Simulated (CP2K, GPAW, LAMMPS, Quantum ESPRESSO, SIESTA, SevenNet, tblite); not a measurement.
# A vacancy of C in amorphous carbon (64 atoms): do the methods agree on the site?

At which of several sites of amorphous carbon (64 atoms) does a vacancy of C cost least, and do cheaper methods find the same site as plane waves?

Results are calculated, not measured.

### Step 1. The cell

The cell holds 64 atoms (64 C), with edges of 9.02, 9.02 and 9.02 Å. Recipe: 64 atoms (64 C) placed at random at 1.74 g/cm³, melted at 5500 K for 10 ps at fixed volume with the LCBOP (Los and Fasolino, Phys. Rev. B 68, 024107 (2003)). Quenched from 5500 K to 300 K at 100 K/ps and fixed volume, held 5 ps. Then the atoms were relaxed with SevenNet 0 in the fixed cell.

### Step 2. The reference input

Quantum ESPRESSO 7.5: Kohn-Sham DFT, PBE, SSSP efficiency 1.3.0 pseudopotentials, plane waves. Its input, pw.in, for the unchanged cell:

```
&control
  calculation = 'scf'
  pseudo_dir = './pseudo'
  outdir = './tmp'
  disk_io = 'none'
  tprnfor = .true.
  tstress = .true.
/
&system
  ibrav = 0
  nat = 64
  ntyp = 1
  ecutwfc = 45
  ecutrho = 360
  nosym = .true.
  occupations = 'smearing'
  smearing = 'fd'
  degauss = 0.003675
/
&electrons
  conv_thr = 3.2e-07
  electron_maxstep = 100
  mixing_beta = 0.2
  mixing_mode = 'local-TF'
  diagonalization = 'david'
/
ATOMIC_SPECIES
C 12.011 C.upf
CELL_PARAMETERS angstrom
9.02230 0.00000 0.00000
0.00000 9.02230 0.00000
0.00000 0.00000 9.02230
ATOMIC_POSITIONS crystal
C 0.58740 0.88427 0.70703
C 0.29529 0.37447 0.49536
C 0.28529 0.31896 0.21799
C 0.38621 0.61800 0.60048
[... 58 atom lines left out ...]
C 0.42044 0.32924 0.84988
C 0.66642 0.68162 0.28328
K_POINTS gamma
```

```console
$ OMP_NUM_THREADS=1 mpirun -np 2 pw.x -in pw.in > output.txt
```

Wall time 59 s (2 MPI ranks of Arm Neoverse V2, shared host); peak memory 1.4 GiB.

It converged with an r.m.s. force component of 0.67 eV/Å and a pressure of -8.7 GPa.

### Step 3. Programs and settings

The levels share the cells and solve them as single points, though not every level runs every cell. CPU time is summed over a level's finished runs, on a host shared with the other runs, so it is rough; the force column is the median over cells of the r.m.s. difference of force components from the reference.

| level | basis or training data | k-points | runs finished | CPU time | peak memory (GiB) | force difference (meV/Å) |
| --- | --- | --- | --- | --- | --- | --- |
| QE, PBE | plane waves, SSSP efficiency, 45/360 Ry | Γ | 6 of 6 | 12 min | 1.4 | reference |
| CP2K double zeta, PBE | DZVP-MOLOPT-SR, GTH-PBE potentials, 450 Ry | Γ | 5 of 5 | 12 min | 1.6 | 53 |
| GPAW dzp, PBE | dzp orbitals, PAW, h 0.18 Å | Γ | 5 of 5 | 9.7 min | 1.1 | 244 |
| SIESTA DZP, PBE | DZP orbitals, shift 0.01 Ry, mesh 300 Ry | Γ | 5 of 5 | 12 min | 0.94 | 363 |
| CP2K double zeta, RPBE | DZVP-MOLOPT-SR, GTH-PBE potentials, 450 Ry | Γ | 5 of 5 | 12 min | 1.6 | 43 |
| tblite GFN1-xTB | tight binding with its own dispersion term | Γ | 5 of 5 | 5.2 s | 0.12 | 367 |
| SevenNet 0 | trained on PBE(+U) plane-wave data | - | 6 of 6 | 34 s | 0.93 | 680 |
| SevenNet l3i5 | trained on PBE(+U) plane-wave data | - | 6 of 6 | 42 s | 1.4 | 559 |

The reference's own r.m.s. force component runs from 640 to 744 meV/Å over these cells. SevenNet 0 relaxed the atoms, so in the cells that it relaxed its own forces are small, and its entry isn't an independent test there.

### Step 4. The sites

Each changed cell was relaxed with SevenNet 0 before the single points. Neighbours are the site's nearest atoms before the change.

```
site  nearest atoms  their mean distance (Å)  atoms within 6 Å  largest move on relaxing (Å)  longest force left in the reference (eV/Å)
 C22             C3                     1.49                73                          1.60                                        3.00
 C43             C3                     1.51                70                          1.15                                        3.13
 C10             C4                     1.56                79                          0.63                                        3.04
 C62             C2                     1.34                78                          0.76                                        3.32
 C53             C3                     1.46                68                          0.54                                        3.43
```

### Step 5. Site energies

All changed cells hold the same atoms, so within one level their energies compare with no chemical potential. Energies in eV, less that of C22, the reference's cheapest site; the last column is the largest deviation from the reference once each row's mean is taken off.

```
                 level   C22   C43   C10   C62   C53  cheapest  largest deviation
               QE, PBE  0.00  1.46  1.47  3.02  4.88       C22                  -
 CP2K double zeta, PBE  0.00  1.50  1.50  3.10  4.88       C22               0.05
         GPAW dzp, PBE  0.00  1.45  1.31  2.38  4.34       C22               0.37
       SIESTA DZP, PBE  0.00  1.43  1.25  2.19  4.19       C22               0.48
CP2K double zeta, RPBE  0.00  1.46  1.48  3.12  4.91       C22               0.07
       tblite GFN1-xTB  0.00  1.55  1.82  3.09  4.93       C22               0.24
            SevenNet 0  0.00  1.24  0.96  0.91  2.11       C22               1.65
         SevenNet l3i5  0.00  1.09  0.74  1.57  3.19       C22               0.85
```

### Step 6. What came out

In the reference the cheapest site is C22 (C3) and the dearest C53 (C3), 4.9 eV higher. All 7 other levels pick the same cheapest site, and 3 give the whole order. CP2K double zeta, PBE follows the reference most closely (0.05 eV at worst) and SevenNet 0 least (1.65 eV).

The other programs at PBE deviate by 0.48 eV at most, the learned potentials by 0.85 to 1.65 eV.

Caveats: The geometries are those of SevenNet 0; forces of up to 3.4 eV/Å remain in the reference, so relaxing in DFT would lower the energies, by amounts that can differ from site to site and can change the order. For SevenNet 0 alone these are relaxed energies. Defects interact with their periodic images. Neighbours of a vacancy can rebond in unlike ways from site to site, which enters the differences. Atoms moved by over 1 Å in some relaxations, so part of the differences can come from the host's rearranging. The reference has no spin polarisation, so cut bonds at a vacancy can't carry moments. Only 5 of the 64 C sites are compared. Learned potentials don't solve for electrons, so the charge or spin state of a defect can't be set in them. The quench rate of 100 K/ps is many orders above laboratory rates, so the cell is likely richer in defects and strain than a real sample. The reference samples only Γ, in a cell whose shortest periodic width is 9 Å. The reference isn't exact: its cutoffs and mesh weren't converged further here. SIESTA's automatically made basis is far from complete, and its potentials were converted by us (checked for H, C, O, Si, Ge and Ca alone). Where levels are smeared, the DFT runs use Fermi–Dirac occupations at 580 K (0.05 eV), and energies are free energies.

[Logs are printed without paths, hosts, clocks, repeated set-up lines and the standing remarks that a program may print on its own settings, such as how far it seeks lower states.]

[Hosts, paths, dates, database ids (printed as entryN), source tags and the programs' standing remarks are cut or masked in the printed files.]
